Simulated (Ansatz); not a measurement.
# Phonons of TiAl3 (I4/mmm) against volume

Wanted: Grüneisen parameters and pressure coefficients of the modes of TiAl3 (I4/mmm).

Program: Ansatz 0.2.0. Level of theory: DFT PBEsol, scalar-relativistic, plane waves, PAW; PAW set soft_1. Results are calculated unless marked as measured.

**1. The starting structure**

Symmetry: I4/mmm, No. 139, tetragonal system. The conventional cell has a = 3.822 Å, b = 3.822 Å, c = 8.561 Å, α = 90.00°, β = 90.00°, γ = 90.00°. Al has 4 Ti at 2.70 Å and 8 Al at 2.87 Å nearest. Nearest to Al lie 8 Al at 2.70 to 2.87 Å and 4 Ti at 2.87 Å. Nearest to Ti lie 12 Al at 2.70 to 2.87 Å. Farther neighbours are not listed.

As a file:

```cif
data_structure
_symmetry_space_group_name_H-M 'I4/mmm'
_symmetry_Int_Tables_number 139
_cell_length_a 3.8222
_cell_length_b 3.8222
_cell_length_c 8.5613
_cell_angle_alpha 90.000
_cell_angle_beta 90.000
_cell_angle_gamma 90.000
_cell_volume 125.08
loop_
_atom_site_label
_atom_site_type_symbol
_atom_site_symmetry_multiplicity
_atom_site_Wyckoff_symbol
_atom_site_fract_x
_atom_site_fract_y
_atom_site_fract_z
_atom_site_occupancy
Al1 Al 2 b 0.50000 0.50000 0.00000 1
Al2 Al 4 d 0.00000 0.50000 0.25000 1
Ti1 Ti 2 a 0.00000 0.00000 0.00000 1
```

**2. Bringing the structure to rest**

The cell and atoms are relaxed, since residual forces and stress would shift the frequencies.

Input file input.yaml:

```yaml
crystal:
  lattice:
    - [-1.9111067713, 1.9111067713, 4.2806687947]
    - [1.9111067713, -1.9111067713, 4.2806687947]
    - [1.9111067713, 1.9111067713, -4.2806687947]
  atoms:
    - { symbol: Al, position: [0.5, 0.5, 0.0] }
    - { symbol: Al, position: [0.75, 0.25, 0.5] }
    - { symbol: Al, position: [0.25, 0.75, 0.5] }
    - { symbol: Ti, position: [0.0, 0.0, 0.0] }
kpoints:
  mp_grid: { grid: [16, 16, 16] }
hamiltonian:
  xc: pbesol
  pseudopotentials: { kind: paw, azcp: { folder: soft_1 }, xc_functional: pbe }
scf:
  occupations: { method: gaussian, width: 0.1 }
output:
  forces: true
  stress: true
  eigenvalues: true
  write_density: true
  write_potential: true
  elf: true
  volumetric_format: npy
relax:
  adjacent_minimum: "off"
  f_tol: 0.005
  max_steps: 80
  cell: { stress_tol: 0.05 }
```

On the command line:

```sh
$ ansatz run input.yaml --threads 4 --pin off --max-ram 16384MiB --backend cpu --events-out ev --progress --plain --runs-dir out
```

Numbers of over 12 decimals in the logs are rounded to 6 here.

The program printed:

```text
Engine: ansatz 0.2.0, aarch64-unknown-linux-gnu
Pseudopotentials: kind: paw
Pseudopotential: Al, paw, valence charge 3, recommended cutoff 420 eV (normal), soft_1/Al.paw.azcp
Pseudopotential: Ti, paw, valence charge 12, recommended cutoff 420 eV (normal), soft_1/Ti.paw.azcp
Functional definition: PBEsol
  exchange = pbesol_x
  correlation = pbesol_c
Crystal: 4 atoms, lattice volume = 62.538 Å³
Basis set: ecut = 420 eV, 1203 PW (Γ), exchange–correlation on 72×72×72 points (8 copies of the dense FFT grid, shifted against one another)
Bands: 15, of which v1, the nominal top of the filled ones, is band 11 counted from 1 (10 counted from 0)
Symmetry: 16 space group operations
Space group: I4/mmm (ITA 139), of the structure as read, at distance tolerance 4.0e-5 Å
k-points: 349 of 4096
Non-local potential: Al, projectors of the file, l = 0: 2, l = 1: 2, l = 2: 1
Non-local potential: Ti, projectors of the file, l = 0: 3, l = 1: 2, l = 2: 3, l = 3: 1
PAW form: soft (Blöchl's): semilocal exchange-correlation on the pseudo side does not see the compensation charge
PAW frozen core: Al, regenerated for the run's functional, and the local potential with it (the file was generated under x = pbe(κ = 0.804, μ = 0.219515), c = pbe(β = 0.066725))
PAW frozen core: Ti, regenerated for the run's functional, and the local potential with it (the file was generated under x = pbe(κ = 0.804, μ = 0.219515), c = pbe(β = 0.066725))
PAW one-centre angular grid: Al, 110 points (default); XC on 64 Gauss nodes
PAW one-centre angular grid: Ti, 590 points (default); XC on 64 Gauss nodes
Initial density: superposition of atomic densities (chi_scale 0.1, normalization cell, long waves kept (reshape's long-wave potential 0.00 eV rms))
Initial wavefunctions: pseudopotential atomic-orbital guess
Functional: x = pbesol(κ = 0.804, μ = 0.123457), c = pbesol(β = 0.046)
SCF iter   1: F=—  HF=-4049.520289 eV  |F-HF|=—  |Δ(HF+E_count)|=         —  Δρ=3.06e-2  dr2=6.70e-1  ethr=3.10e-3  ⟨swp⟩=5.4  Hψ=27192  notcnv=0
preconditioner: auto → Kerker (q_TF=auto, 2.275 Å⁻¹)  [metal: Δε(μ)=0.014 eV  Ē_g=5.583 eV  σ=0.100 eV  W_gap=0.08  n_scr=10 (ndim 8)  ℏωp=16.9 eV  f_vac=0.000  D(μ)=1.66/eV (n_scr^D=10)]
SCF iter   2: F=—  HF=-4049.321608 eV  |F-HF|=—  |Δ(HF+E_count)|=   1.99e-1  Δρ=1.89e-2  dr2=2.94e-1  ethr=3.10e-3  ⟨swp⟩=2.0  Hψ=9422  notcnv=0  defer=49
SCF iter   3: F=—  HF=-4049.169364 eV  |F-HF|=—  |Δ(HF+E_count)|=   1.52e-1  Δρ=2.24e-3  dr2=3.49e-3  ethr=1.40e-3  ⟨swp⟩=2.7  Hψ=8704  notcnv=0  defer=67
SCF iter   4: F=—  HF=-4049.167736 eV  |F-HF|=—  |Δ(HF+E_count)|=   1.63e-3  Δρ=5.22e-4  dr2=1.33e-4  ethr=1.66e-5  ⟨swp⟩=2.8  Hψ=8592  notcnv=0  defer=68
SCF iter   5: F=—  HF=-4049.167691 eV  |F-HF|=—  |Δ(HF+E_count)|=   4.47e-5  Δρ=8.59e-5  dr2=6.97e-6  ethr=6.33e-7  ⟨swp⟩=2.0  Hψ=7413  notcnv=0  defer=68
SCF iter   6: F=—  HF=-4049.167691 eV  |F-HF|=—  |Δ(HF+E_count)|=   1.90e-7  Δρ=1.68e-5  dr2=1.80e-7  ethr=3.32e-8  ⟨swp⟩=2.1  Hψ=6251  notcnv=0  defer=68
SCF iter   7: F=-4049.167691 eV  HF=-4049.167691 eV  |F-HF|=3.21e-9  |Δ(HF+E_count)|=   2.78e-8  Δρ=2.96e-6  dr2=4.99e-9  ethr=4.76e-10  ⟨swp⟩=7.4  Hψ=27670  notcnv=0
SCF 1 converged in 7 iterations: F = -4049.167691 eV  dr2 = 4.99e-9
  greatest PAW one-centre occupation: 0.998 electrons in one spin orbital (limit 2), on the Ti atom at site 3 (counted from 0), in its partial waves of l = 0
relax step   1: F+E_penalty+E_count = -4049.16769119 eV  Δ(F+E_penalty+E_count) = +0.000e0 eV  max|allowed force component| = 5.204e-18 eV/Å  Δτ_max = 0.0000 Å  P = -0.516 GPa  Ω = 62.538 Å³  (7 SCF iters, dr2 threshold 1.00e-7 eV, accepted)
Crystal: 4 atoms, lattice volume = 62.144 Å³
Initial density: handed on by an earlier stage of this run
Initial wavefunctions: those handed on with the density
iter 1 solved again at ethr=2.03e-7 eV; its pass at ethr=3.10e-3 eV (dr2=4.26e-5 eV) is discarded
SCF iter   1: F=—  HF=-4049.168210 eV  |F-HF|=—  |Δ(HF+E_count)|=         —  Δρ=1.98e-4  dr2=4.46e-5  ethr=2.03e-7  ⟨swp⟩=2.0  Hψ=32173  notcnv=0
preconditioner: auto → Kerker (q_TF=auto, 2.277 Å⁻¹)  [metal: Δε(μ)=0.009 eV  Ē_g=5.563 eV  σ=0.100 eV  W_gap=0.05  n_scr=10 (ndim 8)  ℏωp=17.0 eV  f_vac=0.000  D(μ)=1.71/eV (n_scr^D=10)]
SCF iter   2: F=—  HF=-4049.168193 eV  |F-HF|=—  |Δ(HF+E_count)|=   1.64e-5  Δρ=1.32e-4  dr2=2.13e-5  ethr=2.03e-7  ⟨swp⟩=1.0  Hψ=5235  notcnv=0
iter 3 did not close the SCF: its close was put off for the readings that it lacked (scf_convergence_deferred on its scf_iter line)
SCF iter   3: F=-4049.168183 eV  HF=-4049.168183 eV  |F-HF|=1.62e-7  |Δ(HF+E_count)|=   1.03e-5  Δρ=2.12e-5  dr2=2.79e-7  ethr=1.01e-7  ⟨swp⟩=2.5  Hψ=7347  notcnv=0
iter 4 did not close the SCF: its close was put off for the readings that it lacked (scf_convergence_deferred on its scf_iter line)
SCF iter   4: F=-4049.168183 eV  HF=-4049.168183 eV  |F-HF|=1.34e-8  |Δ(HF+E_count)|=   9.77e-8  Δρ=5.85e-6  dr2=2.26e-8  ethr=1.33e-9  ⟨swp⟩=2.8  Hψ=8416  notcnv=0
iter 5 did not close the SCF: its close was put off for the readings that it lacked (scf_convergence_deferred on its scf_iter line)
SCF iter   5: F=-4049.168183 eV  HF=-4049.168183 eV  |F-HF|=1.20e-9  |Δ(HF+E_count)|=   1.10e-8  Δρ=1.27e-6  dr2=1.41e-9  ethr=1.08e-10  ⟨swp⟩=2.6  Hψ=7648  notcnv=0
SCF iter   6: F=-4049.168183 eV  HF=-4049.168183 eV  |F-HF|=1.46e-11  |Δ(HF+E_count)|=  2.49e-10  Δρ=2.06e-7  dr2=2.31e-11  ethr=6.72e-12  ⟨swp⟩=3.8  Hψ=21912  notcnv=0
SCF 2 converged in 6 iterations: F = -4049.168183 eV  dr2 = 2.31e-11
relax step   2: F+E_penalty+E_count = -4049.16818306 eV  Δ(F+E_penalty+E_count) = -4.919e-4 eV  max|allowed force component| = 6.072e-18 eV/Å  Δτ_max = 0.0000 Å  P = +0.186 GPa  Ω = 62.144 Å³  energy of the carried Pulay correction = +7.437e-5 eV  (6 SCF iters, dr2 threshold 4.00e-7 eV, accepted)
Crystal: 4 atoms, lattice volume = 62.250 Å³
iter 1 solved again at ethr=1.31e-8 eV; its pass at ethr=3.10e-3 eV (dr2=2.75e-6 eV) is discarded
SCF iter   1: F=—  HF=-4049.168231 eV  |F-HF|=—  |Δ(HF+E_count)|=         —  Δρ=6.48e-5  dr2=3.09e-6  ethr=1.31e-8  ⟨swp⟩=2.0  Hψ=31340  notcnv=0
preconditioner: auto → Kerker (q_TF=auto, 2.276 Å⁻¹)  [metal: Δε(μ)=0.008 eV  Ē_g=5.556 eV  σ=0.100 eV  W_gap=0.05  n_scr=10 (ndim 8)  ℏωp=17.0 eV  f_vac=0.000  D(μ)=1.71/eV (n_scr^D=10)]
SCF iter   2: F=—  HF=-4049.168230 eV  |F-HF|=—  |Δ(HF+E_count)|=   1.24e-6  Δρ=4.08e-5  dr2=1.41e-6  ethr=1.31e-8  ⟨swp⟩=1.0  Hψ=5235  notcnv=0
iter 3 did not close the SCF: its close was put off for the readings that it lacked (scf_convergence_deferred on its scf_iter line)
SCF iter   3: F=-4049.168229 eV  HF=-4049.168229 eV  |F-HF|=2.21e-8  |Δ(HF+E_count)|=   7.08e-7  Δρ=7.54e-6  dr2=3.63e-8  ethr=6.70e-9  ⟨swp⟩=2.4  Hψ=7518  notcnv=0
iter 4 did not close the SCF: its close was put off for the readings that it lacked (scf_convergence_deferred on its scf_iter line)
SCF iter   4: F=-4049.168229 eV  HF=-4049.168229 eV  |F-HF|=1.23e-9  |Δ(HF+E_count)|=   1.47e-8  Δρ=1.85e-6  dr2=2.16e-9  ethr=1.73e-10  ⟨swp⟩=2.9  Hψ=8783  notcnv=0
iter 5 did not close the SCF: its close was put off for the readings that it lacked (scf_convergence_deferred on its scf_iter line)
SCF iter   5: F=-4049.168229 eV  HF=-4049.168229 eV  |F-HF|=1.19e-10  |Δ(HF+E_count)|=   1.01e-9  Δρ=4.08e-7  dr2=1.44e-10  ethr=1.03e-11  ⟨swp⟩=2.5  Hψ=7244  notcnv=0
SCF iter   6: F=-4049.168229 eV  HF=-4049.168229 eV  |F-HF|=4.55e-13  |Δ(HF+E_count)|=  3.00e-11  Δρ=7.01e-8  dr2=2.14e-12  ethr=1.00e-12  ⟨swp⟩=3.7  Hψ=20415  notcnv=0
SCF 3 converged in 6 iterations: F = -4049.168229 eV  dr2 = 2.14e-12
relax step   3: F+E_penalty+E_count = -4049.16822910 eV  Δ(F+E_penalty+E_count) = -4.604e-5 eV  max|allowed force component| = 1.648e-17 eV/Å  Δτ_max = 0.0000 Å  P = -0.002 GPa  Ω = 62.250 Å³  energy of the carried Pulay correction = +5.397e-5 eV  (6 SCF iters, dr2 threshold 1.53e-7 eV, accepted)
Initial wavefunctions: pseudopotential atomic-orbital guess (no wavefunctions were taken with the density)
iter 1 solved again at ethr=5.93e-8 eV; its pass at ethr=3.10e-3 eV (dr2=1.25e-5 eV) is discarded
SCF iter   1: F=—  HF=-4049.168177 eV  |F-HF|=—  |Δ(HF+E_count)|=         —  Δρ=3.09e-6  dr2=6.17e-10  ethr=5.93e-8  ⟨swp⟩=3.0  Hψ=42141  notcnv=0
eigensolver tolerance schedule: the retry pair's looser diagonalisation over-reported the residual by 20184.75 of it (diagonalisation noise at 0.63 of the residual, at the tolerance the schedule requests for it); recorded, not acted on — ethr = c·dr2/N_el stays at c = 1.0e-1
SCF iter   2: F=—  HF=-4049.168175 eV  |F-HF|=—  |Δ(HF+E_count)|=   1.29e-6  Δρ=1.73e-6  dr2=3.84e-10  ethr=2.94e-12  ⟨swp⟩=2.5  Hψ=9159  notcnv=0
iter 3 did not close the SCF: its close was put off for the readings that it lacked (scf_convergence_deferred on its scf_iter line)
SCF iter   3: F=-4049.168175 eV  HF=-4049.168175 eV  |F-HF|=7.73e-12  |Δ(HF+E_count)|=  4.17e-10  Δρ=2.45e-7  dr2=5.10e-12  ethr=1.83e-12  ⟨swp⟩=2.2  Hψ=6290  notcnv=0
iter 4 did not close the SCF: its close was put off for the readings that it lacked (scf_convergence_deferred on its scf_iter line)
SCF iter   4: F=-4049.168175 eV  HF=-4049.168175 eV  |F-HF|=0.00e0  |Δ(HF+E_count)|=  8.64e-12  Δρ=3.87e-8  dr2=1.28e-12  ethr=1.00e-12  ⟨swp⟩=1.0  Hψ=5235  notcnv=0
iter 5 did not close the SCF: its close was put off for the readings that it lacked (scf_convergence_deferred on its scf_iter line)
SCF iter   5: F=-4049.168175 eV  HF=-4049.168175 eV  |F-HF|=4.55e-13  |Δ(HF+E_count)|=  4.55e-13  Δρ=9.19e-9  dr2=8.08e-14  ethr=1.00e-12  ⟨swp⟩=1.0  Hψ=5235  notcnv=0
iter 6 did not close the SCF: its close was put off for the readings that it lacked (scf_convergence_deferred on its scf_iter line)
SCF iter   6: F=-4049.168175 eV  HF=-4049.168175 eV  |F-HF|=4.55e-13  |Δ(HF+E_count)|=    0.00e0  Δρ=1.10e-9  dr2=6.05e-16  ethr=1.00e-12  ⟨swp⟩=1.0  Hψ=5235  notcnv=0
SCF iter   7: F=-4049.168175 eV  HF=-4049.168175 eV  |F-HF|=9.09e-13  |Δ(HF+E_count)|=  4.55e-13  Δρ=1.47e-10  dr2=1.12e-17  ethr=1.00e-12  ⟨swp⟩=1.4  Hψ=12109  notcnv=0
SCF 4 converged in 7 iterations: F = -4049.168175 eV  dr2 = 1.12e-17
relax step   4: F+E_penalty+E_count = -4049.16817545 eV  Δ(F+E_penalty+E_count) = +5.365e-5 eV  max|allowed force component| = 1.388e-17 eV/Å  Δτ_max = 0.0000 Å  P = -0.003 GPa  Ω = 62.250 Å³  stress off target by 1.80e-2 GPa  SCF on the basis re-selected at this cell (its energy is not comparable with the rows above)  (7 SCF iters)
basis re-selected at this cell: Δ(F+E_penalty+E_count) = +5.365e-5 eV, ΔP = -0.001 GPa vs the last step (what re-selecting the basis moved, of the pressure what is left beyond the Pulay correction that the steps carried, after the strain that the cell walked since its last selection, with what the two solves' SCF thresholds leave and, on support functions, any second-order correction that the steps lacked; it is no m [...]
SCF converged after 7 iterations
Free energy (F): -4049.168175 eV
Harris-Foulkes:  -4049.168175 eV  (|F-HF|=9.09e-13)
Internal energy: -4049.159625 eV  (E = F + TS)
E sigma→0 (E₀):  -4049.163900 eV
Entropy (-TS):   -0.008550 eV (-2.138 meV/atom)
Fermi energy:    9.648912 eV
--- Per-component energies (eV) ---
  E_band       = -149.885515
  E_kinetic    = 351.482672
  E_local      = -1244.899226  (includes V_loc(G=0)·N_el)
  E_nonlocal   = 93.912040
  E_hartree    = 534.524862
  E_xc         = -229.080021
  E_vxc        = -235.096892  (∫ρ·V_xc dr)
  E_paw        = -2388.158964  (= ΣΔE_a)
  E_vpaw       = -184.333748  (= ΣTr[D̂ρ^β])
  E_aug_tail   = -0.000086  (compensation charges beyond the density's cutoff)
  E_ewald      = -1167.137704
  E_core_change = 0.196802  (= ΣΔE_core)
  E_smearing   = -0.008550  (= −TS)
  E_closure    = -0.000000  (closes the sum)
  Σ components = -4049.168175   (vs F -4049.168175, Δ=0.00e0)
--- Forces (eV/Å), atoms counted from 1 ---
  atom   1  Al     0.00000000    -0.00000000    -0.00000000
  atom   2  Al     0.00000000     0.00000000     0.00000000
  atom   3  Al    -0.00000000    -0.00000000    -0.00000000
  atom   4  Ti    -0.00000000     0.00000000    -0.00000000
  max |Σ_I F_I| component: 1.21e-17 eV/Å
--- Stress (GPa, compression-positive) ---
        0.004711       0.000000       0.000000
        0.000000       0.004711      -0.000000
        0.000000      -0.000000      -0.017991
  P = ⅓ Tr σ = -0.0029 GPa (-0.029 kbar)
--- Band table (eV; the first three rows and the last of 349) ---
  k-point 0: bands = [... 7 lower, 8.2106, 8.4146, 8.4146, 10.4957, 11.4128, 11.4128, 11.8708, 12.1622]
  k-point 1: bands = [... 7 lower, 8.1230, 8.1607, 8.4136, 10.1110, 11.5017, 11.5386, 11.7343, 12.3963]
  k-point 2: bands = [... 7 lower, 7.5917, 7.9072, 8.4089, 9.3417, 11.5712, 11.6930, 11.6954, 12.7322]
  k-point 348: bands = [... 7 lower, 8.7399, 8.7399, 9.3971, 10.3545, 10.3545, 10.6171, 12.7177, 14.4755]
--- Relaxed structure (3 steps of the walk, 3 accepted, 1 SCFs on fresh bases) ---
  F+E_penalty+E_count = -4049.16817545 eV   max|allowed force component| = 1.388e-17 eV/Å   (the final SCF, on the basis selected at the relaxed cell)
  cell:  # Å, volume = 62.2497 Å³
    - [-1.907602, 1.907602, 4.276631]
    - [1.907602, -1.907602, 4.276631]
    - [1.907602, 1.907602, -4.276631]
  atoms:
    - { symbol: Al, position: [0.5, 0.5, 0] }
    - { symbol: Al, position: [0.75, 0.25, 0.500000] }
    - { symbol: Al, position: [0.25, 0.75, 0.500000] }
    - { symbol: Ti, position: [0, 0, 0] }
```

Elapsed: 25 s, on 4 threads of Arm Neoverse V1, shared host; peak memory 0.63 GiB.

Step by step:

```
step  energy less that of the first step (eV)  largest force component (eV/Å)  pressure (GPa)  volume (Å³)
   1                                   0.0000                          0.0000           -0.52        62.54
   2                                  -0.0005                          0.0000            0.19        62.14
   3                                  -0.0005                          0.0000            0.00        62.25
  4*                                  -0.0005                          0.0000            0.00        62.25
```

Relaxation steps marked * repeat the geometry before them on a plane-wave basis chosen anew for their cell, so energy and pressure can jump there.

Forces are held to the 16 operations that the run works with; a distortion that breaks them can't arise in this run.

```
conventional cell, symmetrised  before  after  change
                         a (Å)   3.822  3.815  -0.2 %
                         b (Å)   3.822  3.815  -0.2 %
                         c (Å)   8.561  8.553  -0.1 %
              volume (Å³/atom)   15.63  15.56  -0.5 %
```

Final coordinates:

```xyz
4
Lattice="-1.9076 1.9076 4.2766 1.9076 -1.9076 4.2766 1.9076 1.9076 -4.2766" Properties=species:S:1:pos:R:3 pbc="T T T"
Al    0.0000    0.0000    4.2766
Al    0.0000    1.9076    2.1383
Al    1.9076    0.0000    2.1383
Ti    0.0000    0.0000    0.0000
```

This step gave:

```
pressure          : -0.002856 GPa
volume per atom   : 15.56 Å³
gap on the k-mesh : 0 eV
```

Electrostatic potential energy in the ac plane of the conventional cell at fractional y = 0.000, with atoms of Al and Ti within 0.2 Å of it. With pseudopotentials it is smooth inside the atoms' cores, unlike the true potential.

Ten even steps from '_' (-29 eV) to '@' (15 eV), each cell a mean:
```
____..==%%@@@@@@@@%%##--____
__..==##%%@@@@@@@@%%%%++--..
++**##%%%%%%%%%%%%%%%%%%##**
%%%%%%%%##**++++**##%%%%%%%%
@@@@%%%%**++**##**++**%%@@@@
@@@@%%##++**@@@@%%++++%%@@@@
@@@@%%##++**%%@@##++**%%@@@@
@@@@%%%%**++++++++++##%%%%@@
%%%%%%%%%%####**##%%%%%%%%%%
++++**%%%%%%%%%%%%%%%%##**++
##**++**%%@@@@@@@@@@%%**++**
@@%%++++%%@@@@@@@@%%##++**@@
@@##++**%%@@@@@@@@%%##++**%%
++++++##%%@@@@@@@@@@%%**++++
**####%%%%%%%%%%%%%%%%%%##**
%%%%%%%%##**++++**##%%%%%%%%
@@@@%%##++++**##**++**%%@@@@
@@@@%%##++**@@@@%%++++%%@@@@
@@@@%%##++**%%@@##++**%%@@@@
@@@@%%%%**++++++++++##%%@@@@
##%%%%%%%%####**##%%%%%%%%%%
--==**%%%%%%%%%%%%%%%%##++--
____::**%%@@@@@@@@%%##==..__
______==##%%@@@@@@%%**::____
```
Columns run along a (3.8 Å; values clipped at the 3rd and 97th percentile), rows up along c (8.6 Å), edges of the conventional cell, whose origin can differ from the input's. Atoms in or near the plane, at fractional coordinates: Al at (0.00, 0.50), Al at (0.50, 0.75), Al at (0.50, 0.25), Ti at (0.00, 0.00).

Valence density in the ac plane of the conventional cell at fractional y = 0.000, with atoms of Al and Ti within 0.2 Å of it. It is the smooth field of the valence electrons, not physical close to the nuclei.

Values in e/Å³, 24 rows by 14 columns, each cell a mean:
```
 9  7  3  1  0  0  0  0  0  0  0  1  4  8
 3  2  1  0  0  0  0  0  0  0  0  0  1  3
 1  0  0  0  0  0  0  0  0  0  0  0  0  0
 0  0  0  0  0  0  0  0  0  0  0  0  0  0
 0  0  0  0  0  0  0  0  0  0  0  0  0  0
 0  0  0  0  0  0  0  0  0  0  0  0  0  0
 0  0  0  0  0  0  0  0  0  0  0  0  0  0
 0  0  0  0  0  0  0  0  0  0  0  0  0  0
 0  0  0  0  0  0  0  0  0  0  0  0  0  0
 0  0  0  0  0  0  0  0  0  0  0  0  0  0
 0  0  0  0  0  0  0  0  0  0  0  0  0  0
 0  0  0  0  0  0  0  0  0  0  0  0  0  0
 0  0  0  0  0  0  0  0  0  0  0  0  0  0
 0  0  0  0  0  0  0  0  0  0  0  0  0  0
 0  0  0  0  0  0  0  0  0  0  0  0  0  0
 0  0  0  0  0  0  0  0  0  0  0  0  0  0
 0  0  0  0  0  0  0  0  0  0  0  0  0  0
 0  0  0  0  0  0  0  0  0  0  0  0  0  0
 0  0  0  0  0  0  0  0  0  0  0  0  0  0
 0  0  0  0  0  0  0  0  0  0  0  0  0  0
 0  0  0  0  0  0  0  0  0  0  0  0  0  0
 1  1  0  0  0  0  0  0  0  0  0  0  1  1
 6  4  2  0  0  0  0  0  0  0  0  1  2  5
11  8  3  1  0  0  0  0  0  0  0  1  5 10
```
Columns run along a (3.8 Å), rows up along c (8.6 Å), edges of the conventional cell, whose origin can differ from the input's. Atoms in or near the plane, at fractional coordinates: Al at (0.00, 0.50), Al at (0.50, 0.75), Al at (0.50, 0.25), Ti at (0.00, 0.00).

ELF in the ac plane of the conventional cell at fractional y = 0.000, with atoms of Al and Ti within 0.2 Å of it. It is the smooth field of the valence electrons, not physical close to the nuclei.

Ten even steps from '_' (0.54 × 1e-1) to '@' (6.99 × 1e-1), each cell a mean:
```
@@@@%%::__--++**==..__==@@@@
%%##==..::++####**==..::++%%
::::::--++##%%%%%%##==::::::
----++##%%##****##%%%%**==--
++**##%%##--..__..++%%%%##++
==++####==__..++__::**##**++
----++**==..__::__::++**==--
::--==**##++--::==**##**==::
--==**##%%%%%%%%%%%%%%##++--
::==##@@@@@@%%%%%%@@@@%%**--
__..++@@@@%%######%%@@%%--__
##__--%%@@%%**++##%%@@**..::
..__==%%@@%%****##%%@@##::__
__::**@@@@%%%%##%%@@@@%%++..
--==**%%@@@@@@%%@@@@%%%%**--
::--++##%%##****##%%##**==--
::--==**++::..__..==**++==::
--==****==__..++__..++**++==
++**##%%++..__::__--##%%##++
==++**%%%%++--::==**%%##**++
::::--++##%%%%%%%%%%**==::::
++==::..==**%%%%##++--..--++
@@@@**....--****++::..--##@@
%%@@%%::__::++++==..__++@@@@
```
Columns run along a (3.8 Å), rows up along c (8.6 Å), edges of the conventional cell, whose origin can differ from the input's. Atoms in or near the plane, at fractional coordinates: Al at (0.00, 0.50), Al at (0.50, 0.75), Al at (0.50, 0.25), Ti at (0.00, 0.00).

In this step the volume went from 15.63 to 15.56 Å³/atom.

[end of part 1 of 3]

[Logs are printed without paths, hosts, clocks, repeated set-up lines and the standing remarks that a program may print on its own settings, such as how far it seeks lower states.]

[Hosts, paths, dates, database ids (printed as entryN), source tags and the programs' standing remarks are cut or masked in the printed files.]
